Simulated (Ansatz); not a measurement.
An input for Ansatz 0.2.0 (LiMgBN2 (I-4m2)):

```yaml
crystal:
  lattice:
    - [-1.909656, 1.909656, 4.443522]
    - [1.909656, -1.909656, 4.443522]
    - [1.909656, 1.909656, -4.443522]
  atoms:
    - { symbol: Li, position: [0.25, 0.75, 0.5] }
    - { symbol: Mg, position: [0.75, 0.25, 0.5] }
    - { symbol: B, position: [0.5, 0.5, 0.0] }
    - { symbol: "N", position: [0.6512635, 0.6512635, 0.0] }
    - { symbol: "N", position: [0.3487365, 0.3487365, 0.0] }
kpoints:
  mp_grid: { grid: [6, 6, 6] }
hamiltonian:
  xc: pbe
  pseudopotentials: { kind: paw, azcp: { folder: soft_1 } }
scf:
  occupations: { method: fixed }
gw:
  n_empty_bands: 52
  ecut_chi: 50
  qp_bands: [v2, c2]
  qp_kpoints: band_edges
  screening: { model: contour_deformation }
```

```sh
ansatz run input.yaml --threads 2 --pin off --max-ram 92160MiB --backend cuda --events-out ev --progress --plain --runs-dir out --devices 1 --max-vram 13GiB
```

Estimate wall time and host memory on 1 × NVIDIA H100 80GB HBM3 (shared by 6 runs) with 2 threads of AMD EPYC 7R13 (Zen 3), shared host.

It took 19 s; on shared hardware allow 9.4 s to 38 s. Peak host memory was 1.0 GiB. The sizes that set the cost: 1283 plane waves a state, 30 irreducible k points, 65 bands summed, 45 plane waves in the screening and 8 SCF cycles.

The screening grows as filled bands × empty bands × pairs of k points, times the square of the screening basis for the matrix.

[Paths, hosts, dates, memory and timing lines, banners, echoed tables and standing remarks are left out of the program output.]

[Logs are printed without paths, hosts, clocks, repeated set-up lines and the standing remarks that a program may print on its own settings, such as how far it seeks lower states.]

[Runs of the session that timed out or met a known fault of the program may be left out.]

[Cells called generated may have been cut or substituted from an entry of the Crystallography Open Database or the Materials Project.]

[Hosts, paths, dates, database ids (printed as entryN), source tags and the programs' standing remarks are cut or masked in the printed files.]
